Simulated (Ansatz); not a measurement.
# AlH3 (Fd-3m): the gap up the ladder of methods

What gap does each level of theory give for AlH3 (Fd-3m), and in what time?

Calculated with Ansatz 0.2.0; density functionals, hybrids and G0W0, plane waves, PAW.

In doubt: masses and optical values from hybrid runs of this build are listed as unsure (step 6), which bears on the screening that GW takes from such a start.

### Step 1. The starting structure

Symmetry: Fd-3m, No. 227, cubic system. Conventional cell: a = 8.979 Å, b = 8.979 Å, c = 8.979 Å, α = 90.00°, β = 90.00°, γ = 90.00°. Nearest to Al lie 6 H at 1.71 Å. Nearest to H lie 2 Al at 1.71 Å. Farther neighbours are not listed.

The cell and positions are those that the Materials Project relaxed with its own functionals (PBE, PBE+U or r2SCAN), kept fixed. At the settings of the band run the largest force is still 0.07 eV/Å. The default PAW set here is soft_2. Its files were made with PBE.

### Step 2. LDA on the 4×4×4 mesh

Levels along a band path and on the mesh show where this functional puts the band edges.

This step: DFT, LDA, plane waves, PAW.

input.yaml

```yaml
crystal:
  lattice:
    - [0.0, 4.48935055, 4.48935055]
    - [4.48935055, 0.0, 4.48935055]
    - [4.48935055, 4.48935055, 0.0]
  atoms:
    - { symbol: Al, position: [0.625, 0.125, 0.125] }
    - { symbol: Al, position: [0.125, 0.625, 0.125] }
    - { symbol: Al, position: [0.125, 0.125, 0.625] }
    - { symbol: Al, position: [0.125, 0.125, 0.125] }
    - { symbol: H, position: [0.80509041, 0.80509041, 0.19490959] }
    - { symbol: H, position: [0.19490959, 0.19490959, 0.80509041] }
    - { symbol: H, position: [0.80509041, 0.19490959, 0.80509041] }
    - { symbol: H, position: [0.19490959, 0.80509041, 0.19490959] }
    - { symbol: H, position: [0.19490959, 0.80509041, 0.80509041] }
    - { symbol: H, position: [0.80509041, 0.19490959, 0.19490959] }
    - { symbol: H, position: [0.44490959, 0.44490959, 0.05509041] }
    - { symbol: H, position: [0.05509041, 0.05509041, 0.44490959] }
    - { symbol: H, position: [0.44490959, 0.05509041, 0.44490959] }
    - { symbol: H, position: [0.05509041, 0.44490959, 0.05509041] }
    - { symbol: H, position: [0.05509041, 0.44490959, 0.44490959] }
    - { symbol: H, position: [0.44490959, 0.05509041, 0.05509041] }
kpoints:
  mp_grid: { grid: [4, 4, 4] }
  band_path:
    path:
      - [[0.0, 0.0, 0.0], [0.5, 0.0, 0.5], [0.625, 0.25, 0.625]]
      - [[0.375, 0.375, 0.75], [0.0, 0.0, 0.0], [0.5, 0.5, 0.5], [0.5, 0.25, 0.75], [0.5, 0.0, 0.5]]
    npoints: 10
hamiltonian:
  xc: lda
scf:
  occupations: { method: fermi_dirac, width: 0.02 }
  n_extra_bands: 9
output:
  eigenvalues: true
  forces: true
  stress: true
  write_density: true
  write_potential: true
  elf: true
  volumetric_format: npy
```

On the command line:

```
$ ansatz run input.yaml --threads 3 --pin off --max-ram 92160MiB --backend cuda --events-out ev --progress --plain --runs-dir out --devices 1 --max-vram 13GiB
```

Numbers of over 12 decimals in the logs are rounded to 6 here.

Log:

```text
scf.n_extra_bands = 9 over 12 filled bands (N_el = 24.0): the run solves 21 bands
GPUs: using 1 of 1 available (devices: 1).
Engine: ansatz 0.2.0, x86_64-unknown-linux-gnu
Pseudopotentials: kind: paw
Pseudopotential: Al, paw, valence charge 3, recommended cutoff 420 eV (normal), Al.paw.azcp
Pseudopotential: H, paw, valence charge 1, recommended cutoff 420 eV (normal), H.paw.azcp
Functional definition: SPW92
  exchange = slater_x
  correlation = pw_c
device memory: the entry about to start is reckoned to put 2.8 GiB on a device that reports 57.3 GiB free (of which the cap on the GPU budget leaves the run 13.0 GiB)
GPU FFT provider: cuFFT
GPU libraries: cuBLAS 13.8.2, cuFFT 12.4.0, cuSOLVER 12.3.4
Crystal: 16 atoms, lattice volume = 180.959 Å³
Basis set: ecut = 420 eV, 3527 PW (Γ)
Bands: 21, of which v1, the nominal top of the filled ones, is band 12 counted from 1 (11 counted from 0)
Symmetry: 48 space group operations
Space group: Fd-3m (ITA 227), of the structure as read, at distance tolerance 5.7e-5 Å
k-points: 8 of 64
Non-local potential: Al, projectors of the file, l = 0: 2, l = 1: 2, l = 2: 1
Non-local potential: H, projectors of the file, l = 0: 2, l = 1: 1
PAW form: soft (Blöchl's): semilocal exchange-correlation on the pseudo side does not see the compensation charge
PAW frozen core: Al, regenerated for the run's functional, and the local potential with it (the file was generated under x = pbe(κ = 0.804, μ = 0.219515), c = pbe(β = 0.066725))
PAW one-centre angular grid: Al, 110 points (default); XC on 64 Gauss nodes
PAW one-centre angular grid: H, 110 points (default); XC on 64 Gauss nodes
Initial density: superposition of atomic densities (neutral atoms: chi_scale 0, normalization atom), corrected by the library's trained network
Initial wavefunctions: pseudopotential atomic-orbital guess
GPU buffer pool allocated for 91125 grid points (all kernels)
GPU transforms: local potential and band sums: pruned to the plane-wave sphere, on 45×45×45
Functional: x = slater, c = lda
SCF iter   1: F=—  HF=-2238.994296 eV  |F-HF|=—  |Δ(HF+E_count)|=         —  Δρ=1.18e-2  dr2=1.80e-1  ethr=1.77e-3  ⟨swp⟩=7.1  Hψ=1098  notcnv=0  defer=1
preconditioner: auto → none  [insulator: Δε(μ)=2.691 eV  Ē_g=9.219 eV  σ=0.020 eV  W_gap=1.00  n_scr=14 (ndim 8)  ℏωp=13.5 eV  f_vac=0.153  D(μ)=0.00/eV (n_scr^D=0)  ε∞_Penn≈3.2]
SCF iter   2: F=—  HF=-2238.936591 eV  |F-HF|=—  |Δ(HF+E_count)|=   5.77e-2  Δρ=3.78e-3  dr2=1.85e-2  ethr=7.50e-4  ⟨swp⟩=2.9  Hψ=348  notcnv=0  defer=19
SCF iter   3: F=—  HF=-2238.932088 eV  |F-HF|=—  |Δ(HF+E_count)|=   4.50e-3  Δρ=2.46e-4  dr2=8.98e-5  ethr=7.73e-5  ⟨swp⟩=3.2  Hψ=290  notcnv=0  defer=25
SCF iter   4: F=—  HF=-2238.932174 eV  |F-HF|=—  |Δ(HF+E_count)|=   8.56e-5  Δρ=6.67e-5  dr2=5.75e-6  ethr=3.74e-7  ⟨swp⟩=2.4  Hψ=227  notcnv=0  defer=25
iter 5 did not close the SCF: its close was put off for the readings that it lacked (scf_convergence_deferred on its scf_iter line)
SCF iter   5: F=-2238.932183 eV  HF=-2238.932183 eV  |F-HF|=3.82e-9  |Δ(HF+E_count)|=   9.19e-6  Δρ=3.66e-6  dr2=1.60e-8  ethr=2.40e-8  ⟨swp⟩=2.1  Hψ=218  notcnv=0  defer=25
SCF iter   6: F=-2238.932183 eV  HF=-2238.932183 eV  |F-HF|=1.55e-11  |Δ(HF+E_count)|=   1.09e-8  Δρ=2.82e-7  dr2=9.87e-11  ethr=6.68e-11  ⟨swp⟩=12.1  Hψ=1280  notcnv=0
SCF 1 converged in 6 iterations: F = -2238.932183 eV  dr2 = 9.87e-11
[...]
device memory: the entry about to start is reckoned to put 3.0 GiB on a device that reports 57.3 GiB free (of which the cap on the GPU budget leaves the run 13.0 GiB)
NSCF: frozen V_eff on 62 k-points, pencils in batches of 32, up to order 96
SCF converged after 6 iterations
Free energy (F): -2238.932183 eV
Harris-Foulkes:  -2238.932183 eV  (|F-HF|=1.55e-11)
Internal energy: -2238.932183 eV  (E = F + TS)
E sigma→0 (E₀):  -2238.932183 eV
Fermi energy:    1.265616 eV
--- Per-component energies (eV) ---
  E_band       = -98.833697
  E_kinetic    = 262.061551
  E_local      = -405.152317  (includes V_loc(G=0)·N_el)
  E_nonlocal   = 58.936666
  E_hartree    = 132.671455
  E_xc         = -263.935543
  E_vxc        = -256.465397  (∫ρ·V_xc dr)
  E_paw        = -1779.057652  (= ΣΔE_a)
  E_vpaw       = -23.541986  (= ΣTr[D̂ρ^β])
  E_aug_tail   = -0.015109  (compensation charges beyond the density's cutoff)
  E_ewald      = -244.664101
  E_core_change = 0.222866  (= ΣΔE_core)
  E_smearing   = -0.000000  (= −TS)
  E_closure    = 0.000000  (closes the sum)
  Σ components = -2238.932183   (vs F -2238.932183, Δ=0.00e0)
--- Forces (eV/Å), atoms counted from 1 ---
  atom   1  Al    -0.00000000     0.00000000    -0.00000000
  atom   2  Al     0.00000000    -0.00000000    -0.00000000
  atom   3  Al    -0.00000000     0.00000000     0.00000000
  atom   4  Al    -0.00000000     0.00000000     0.00000000
  atom   5  H      0.00000000    -0.00000000    -0.07168962
  atom   6  H     -0.00000000    -0.00000000     0.07168962
  atom   7  H     -0.00000000    -0.07168962     0.00000000
  atom   8  H      0.00000000     0.07168962     0.00000000
  atom   9  H     -0.07168962     0.00000000    -0.00000000
  atom  10  H      0.07168962    -0.00000000    -0.00000000
  atom  11  H      0.00000000     0.00000000     0.07168962
  atom  12  H     -0.00000000     0.00000000    -0.07168962
  atom  13  H      0.00000000     0.07168962    -0.00000000
  atom  14  H     -0.00000000    -0.07168962    -0.00000000
  atom  15  H      0.07168962    -0.00000000     0.00000000
  atom  16  H     -0.07168962     0.00000000     0.00000000
  max |Σ_I F_I| component: 1.39e-17 eV/Å
--- Stress (GPa, compression-positive) ---
        0.168098      -0.000000      -0.000000
        0.000000       0.168098       0.000000
       -0.000000      -0.000000       0.168098
  P = ⅓ Tr σ = 0.1681 GPa (1.681 kbar)
--- Band table (eV; the first three rows and the last of 8) ---
  k-point 0: bands = [... 8 lower, -3.7129, -3.7129, -0.1473, -0.1473, 2.9238, 4.3709, 4.3709, 4.3709, ... 5 higher]
  k-point 1: bands = [... 8 lower, -3.2479, -2.9487, -0.6356, -0.6356, 3.4887, 3.9614, 4.7897, 4.9395, ... 5 higher]
  k-point 2: bands = [... 8 lower, -2.3337, -1.9220, -1.5073, -1.5073, 3.0893, 3.8688, 4.8745, 4.8745, ... 5 higher]
  k-point 7: bands = [... 8 lower, -2.0786, -2.0786, -1.3258, -1.3258, 3.0357, 3.0357, 4.7453, 4.7453, ... 5 higher]
```

The job ended after 9 s (1 × NVIDIA H100 80GB HBM3 (shared by 6 runs) with 3 threads of AMD EPYC 7R13 (Zen 3), shared host; peak memory 0.93 GiB).

Numbers from this step:

```yaml
pressure: 0.1681 GPa
filled_bands: 12
gap: 2.848 eV
valence_top_at: Γ
conduction_bottom_at: X
least_direct_gap: 3.071 eV
```

Over mesh and path the gap is 2.848 eV, from k = Γ to k = (0.500, 0.000, 0.500). The least direct gap found is 3.071 eV, at k = Γ.

### Step 3. HSE06 on the 4×4×4 mesh

HSE06 mixes in a quarter of exact exchange at short range.

This step: DFT, HSE06, plane waves, PAW.

input.yaml: that of step 2 with these lines changed.

```diff
@@ -26,9 +26,13 @@
     path:
-      - [[0.0, 0.0, 0.0], [0.5, 0.0, 0.5], [0.625, 0.25, 0.625]]
-      - [[0.375, 0.375, 0.75], [0.0, 0.0, 0.0], [0.5, 0.5, 0.5], [0.5, 0.25, 0.75], [0.5, 0.0, 0.5]]
-    npoints: 10
+      - [0.0, 0.0, 0.0]
+      - [0.5, 0.0, 0.5]
+      - [0.625, 0.25, 0.625]
+      - [0.375, 0.375, 0.75]
+      - [0.5, 0.5, 0.5]
+      - [0.5, 0.25, 0.75]
+    npoints: 1
 hamiltonian:
-  xc: lda
+  xc: hse06
 scf:
-  occupations: { method: fermi_dirac, width: 0.02 }
+  occupations: { method: fixed }
   n_extra_bands: 9
@@ -36,7 +40 @@
   eigenvalues: true
-  forces: true
-  stress: true
-  write_density: true
-  write_potential: true
-  elf: true
-  volumetric_format: npy
```

Log:

```text
[...]
GPUs: using 1 of 1 available (devices: 1).
[...]
davidson cushion auto → on  (no smearing: the cushion is to keep the highest requested band from converging to the state above it; pin scf.eigensolver.cushion to override)
[...]
GPU FFT provider: cuFFT
GPU libraries: cuBLAS 13.8.2, cuFFT 12.4.0, cuSOLVER 12.3.4
Crystal: 16 atoms, lattice volume = 180.959 Å³
Basis set: ecut = 420 eV, 3527 PW (Γ)
Bands: 21, of which v1, the nominal top of the filled ones, is band 12 counted from 1 (11 counted from 0)
Symmetry: 48 space group operations
[...]
k-points: 8 of 64
[...]
GPU buffer pool allocated for 91125 grid points (all kernels)
[...]
SCF iter   1: F=—  HF=-2340.623530 eV  |F-HF|=—  |Δ(HF+E_count)|=         —  Δρ=1.76e-3  dr2=4.14e-3  ethr=1.77e-3  ⟨swp⟩=9.2  Hψ=1056  notcnv=0
[...]
NSCF: frozen V_eff on 6 k-points
hybrid SCF converged: 2 outer / 7 inner (+2 warm-up), last move |dexx| = 5.20e-8 eV, tail = 4.95e-8 eV
Stability not checked: this state was not tested for a lower state beside it, because the functional holds exact exchange (a hybrid, or Hartree-Fock), whose exchange loop this test does not read (fock_operator; see scf.lower_state_search)
Free energy (F): -2342.901251 eV
Frozen-core exchange: fock
[...]
Internal energy: -2342.901251 eV  (E = F + TS)
E sigma→0 (E₀):  -2342.901251 eV
Fermi energy:    -0.858012 eV
[...]
--- Band table (eV; the first three rows and the last of 8) ---
  k-point 0: bands = [... 8 lower, -4.6435, -4.6435, -0.8580, -0.8580, 3.6732, 5.1812, 5.1812, 5.1812, ... 5 higher]
  k-point 1: bands = [... 8 lower, -4.0996, -3.7331, -1.3421, -1.3421, 4.2463, 4.7444, 5.6314, 5.7628, ... 5 higher]
  k-point 2: bands = [... 8 lower, -3.1382, -2.6879, -2.2030, -2.2030, 3.8999, 4.6696, 5.6716, 5.6716, ... 5 higher]
  k-point 7: bands = [... 8 lower, -2.8582, -2.8582, -2.0480, -2.0480, 3.7993, 3.7993, 5.5791, 5.5791, ... 5 higher]
```

Elapsed: 22 s, on 1 × NVIDIA H100 80GB HBM3 (shared by 6 runs) with 3 threads; peak memory 1.2 GiB.

This step gave:

```
gap                     : 4.349 eV
valence top at          : Γ
conduction bottom at    : X
least direct gap        : 4.531 eV
exact-exchange fraction : 0.25
```

Over mesh and listed points the gap is 4.349 eV, from k = Γ to k = (0.500, 0.000, 0.500). The least direct gap found is 4.531 eV, at k = Γ. HSE06 against LDA: 4.349 − 2.848 = +1.501 eV, with the same mesh, files and cutoff, and both edges at the same k points.

### Step 4. PBE0 on the 4×4×4 mesh

PBE0 mixes in a quarter of exact exchange at all distances.

This step: DFT, PBE0, plane waves, PAW.

input.yaml: that of step 3 with these lines changed.

```diff
@@ -34,3 +34,3 @@
 hamiltonian:
-  xc: hse06
+  xc: pbe0
 scf:
```

Log:

```text
[...]
GPUs: using 1 of 1 available (devices: 1).
[...]
GPU FFT provider: cuFFT
GPU libraries: cuBLAS 13.8.2, cuFFT 12.4.0, cuSOLVER 12.3.4
Crystal: 16 atoms, lattice volume = 180.959 Å³
Basis set: ecut = 420 eV, 3527 PW (Γ)
Bands: 21, of which v1, the nominal top of the filled ones, is band 12 counted from 1 (11 counted from 0)
Symmetry: 48 space group operations
[...]
k-points: 8 of 64
[...]
Fermi energy:    -1.232397 eV
[...]
--- Band table (eV; the first three rows and the last of 8) ---
  k-point 0: bands = [... 8 lower, -5.0507, -5.0507, -1.2324, -1.2324, 4.0291, 5.5488, 5.5488, 5.5488, ... 5 higher]
  k-point 1: bands = [... 8 lower, -4.5059, -4.1340, -1.7223, -1.7223, 4.6056, 5.1079, 5.9989, 6.1368, ... 5 higher]
  k-point 2: bands = [... 8 lower, -3.5351, -3.0727, -2.5943, -2.5943, 4.2528, 5.0293, 6.0497, 6.0497, ... 5 higher]
  k-point 7: bands = [... 8 lower, -3.2528, -3.2528, -2.4283, -2.4283, 4.1563, 4.1563, 5.9441, 5.9441, ... 5 higher]
[key lines of the parts left out:]
Free energy (F): -2343.630442 eV
```

Elapsed: 28 s, on 1 × NVIDIA H100 80GB HBM3 (shared by 6 runs) with 3 threads; peak memory 1.1 GiB; 41 s of CPU time.

This step gave:

```
gap                     : 5.076 eV
valence top at          : Γ
conduction bottom at    : X
least direct gap        : 5.261 eV
exact-exchange fraction : 0.25
```

Over mesh and listed points the gap is 5.076 eV, from k = Γ to k = (0.500, 0.000, 0.500). The least direct gap found is 5.261 eV, at k = Γ. PBE0 against HSE06: 5.076 − 4.349 = +0.727 eV, with the same mesh, files and cutoff, and both edges at the same k points.

### Step 5. G0W0@LDA, 4×4×4 mesh, 831 empty bands, screening to 160 eV

G0W0 replaces the xc potential by a self-energy built once from the orbitals of the start. Levels are corrected in the window of bands that the input names, at points of the mesh.

This step: G0W0 on LDA, plane waves, PAW.

input.yaml: that of step 4 with these lines changed.

```diff
@@ -24,17 +24,11 @@
   mp_grid: { grid: [4, 4, 4] }
-  band_path:
-    path:
-      - [0.0, 0.0, 0.0]
-      - [0.5, 0.0, 0.5]
-      - [0.625, 0.25, 0.625]
-      - [0.375, 0.375, 0.75]
-      - [0.5, 0.5, 0.5]
-      - [0.5, 0.25, 0.75]
-    npoints: 1
 hamiltonian:
-  xc: pbe0
+  xc: lda
 scf:
   occupations: { method: fixed }
-  n_extra_bands: 9
-output:
-  eigenvalues: true
+gw:
+  n_empty_bands: 831
+  ecut_chi: 160.0
+  qp_bands: [v4, c4]
+  qp_kpoints: band_edges
+  screening: { model: contour_deformation }
```

Log:

```text
GPUs: using 1 of 1 available (devices: 1).
[...]
GPU FFT provider: cuFFT
GPU libraries: cuBLAS 13.8.2, cuFFT 12.4.0, cuSOLVER 12.3.4
Crystal: 16 atoms, lattice volume = 180.959 Å³
Basis set: ecut = 420 eV, 3527 PW (Γ)
Bands: 28, of which v1, the nominal top of the filled ones, is band 12 counted from 1 (11 counted from 0)
Symmetry: 48 space group operations
[...]
k-points: 8 of 64
[...]
0    16      4.3709    -3.4829    -3.6855    -7.9061  0.8088     5.1161     5.1085  root
[...]
7    13      3.0357    -7.1079    -3.6408   -11.6574  0.7949     3.9546     3.9444  root
     7    14      3.0357    -7.1079    -3.6408   -11.6574  0.7949     3.9546     3.9444  root
     7    15      4.7453    -5.6042    -4.1937   -10.7629  0.7860     5.7263     5.7103  root
     7    16      4.7453    -5.6042    -4.1937   -10.7629  0.7860     5.7263     5.7103  root
[key lines of the parts left out:]
SCF converged after 6 iterations
Free energy (F): -2238.932183 eV
Fermi energy:    -0.147301 eV
```

Run time: 50 s. Hardware: 1 × NVIDIA H100 80GB HBM3 (shared by 6 runs) with 3 threads; peak memory 2.5 GiB.

Numbers from this step:

| Item | Value |
| --- | --- |
| bands summed | 843 |
| RPA ε∞ on this mesh (eigenvalues) | 3.436, 3.436, 3.436 |
| plane waves in the screening matrix | 869 |
| G0W0 gap over the corrected points | 5.214 eV |
| k of the valence top | 0, 0, 0 |
| k of the conduction bottom | 0, 0, 0 |
| starting gap on the mesh | 2.848 eV |
| Z at the valence top | 0.7712 |
| Z at the conduction bottom | 0.8222 |
| least direct G0W0 gap over the corrected points | 5.214 eV |

Over all 8 irreducible mesh points the G0W0 gap is 5.214 eV, direct, at k = Γ. The LDA gap of this run on the mesh is 2.848 eV. Other states bound it: the two that bound the G0W0 gap lie 3.071 eV apart in LDA, so state for state the correction is 5.214 − 3.071 = +2.143 eV, while gap against gap it is 5.214 − 2.848 = +2.366 eV.

### Step 6. G0W0@HSE06, 4×4×4 mesh, 386 empty bands, screening to 96 eV

This step: G0W0 on HSE06, plane waves, PAW.

input.yaml: that of step 5 with these lines changed.

```diff
@@ -25,3 +25,3 @@
 hamiltonian:
-  xc: lda
+  xc: hse06
 scf:
@@ -29,4 +29,4 @@
 gw:
-  n_empty_bands: 831
-  ecut_chi: 160.0
+  n_empty_bands: 386
+  ecut_chi: 96
   qp_bands: [v4, c4]
```

Log:

```text
GPUs: using 1 of 1 available (devices: 1).
[...]
GPU FFT provider: cuFFT
GPU libraries: cuBLAS 13.8.2, cuFFT 12.4.0, cuSOLVER 12.3.4
Crystal: 16 atoms, lattice volume = 180.959 Å³
Basis set: ecut = 420 eV, 3527 PW (Γ)
Bands: 28, of which v1, the nominal top of the filled ones, is band 12 counted from 1 (11 counted from 0)
Symmetry: 48 space group operations
[...]
k-points: 8 of 64
[...]
0    15      5.1812    -3.3764    -3.2595    -7.1049  0.8426     5.6522     5.6502  root
     0    16      5.1812    -3.3764    -3.2595    -7.1049  0.8426     5.6522     5.6502  root
[...]
7    13      3.7993    -6.7258    -3.2774   -10.7569  0.8307     4.5578     4.5530  root
     7    14      3.7993    -6.7258    -3.2774   -10.7569  0.8307     4.5578     4.5530  root
     7    15      5.5791    -5.2760    -3.7000    -9.7133  0.8239     6.3221     6.3164  root
     7    16      5.5791    -5.2760    -3.7000    -9.7133  0.8239     6.3221     6.3164  root
[key lines of the parts left out:]
Free energy (F): -2342.901251 eV
Fermi energy:    -0.858002 eV
```

Run time: 51 s. Hardware: 1 × NVIDIA H100 80GB HBM3 (shared by 6 runs) with 3 threads; peak memory 1.7 GiB; 65 s of CPU time.

Numbers from this step:

```yaml
bands_summed: 398
rpa_eps_infinity_on_this_mesh_eigenvalues: 2.705, 2.705, 2.705
plane_waves_in_the_screening_matrix: 387
g0w0_gap_over_the_corrected_points: 5.859 eV
k_of_the_valence_top: 0, 0, 0
k_of_the_conduction_bottom: 0, 0, 0
starting_gap_on_the_mesh: 4.349 eV
z_at_the_valence_top: 0.8105
z_at_the_conduction_bottom: 0.8527
least_direct_g0w0_gap_over_the_corrected_points: 5.859 eV
```

Over all 8 irreducible mesh points the G0W0 gap is 5.859 eV, direct, at k = Γ. The HSE06 gap of this run on the mesh is 4.349 eV. Other states bound it: the two that bound the G0W0 gap lie 4.531 eV apart in HSE06, so state for state the correction is 5.859 − 4.531 = +1.328 eV, while gap against gap it is 5.859 − 4.349 = +1.510 eV. G0W0@HSE06 against G0W0@LDA with 398 bands (a further run, in the table below): 5.859 − 5.054 = +0.805 eV, with the same mesh, files and cutoffs, and both edges at the same k points.

(Continued in part 2 of 2.)

[Paths, hosts, dates, memory and timing lines, banners, echoed tables and standing remarks are left out of the program output.]

[Logs are printed without paths, hosts, clocks, repeated set-up lines and the standing remarks that a program may print on its own settings, such as how far it seeks lower states.]

[Runs of the session that timed out or met a known fault of the program may be left out.]

[Cells called generated may have been cut or substituted from an entry of the Crystallography Open Database or the Materials Project.]

[Hosts, paths, dates, database ids (printed as entryN), source tags and the programs' standing remarks are cut or masked in the printed files.]

[Where an RPA ε∞ is given, it is that of the G0W0 mesh and is not shown converged in it. Names of k-points follow the symmetry that the program found, which can be lower than the space group named. Band edges on a path are those of the sampled points; other points can move an edge, and change direct to indirect where valleys lie close.]

[Hybrid gaps are those of their k-mesh and are not shown converged in it.]
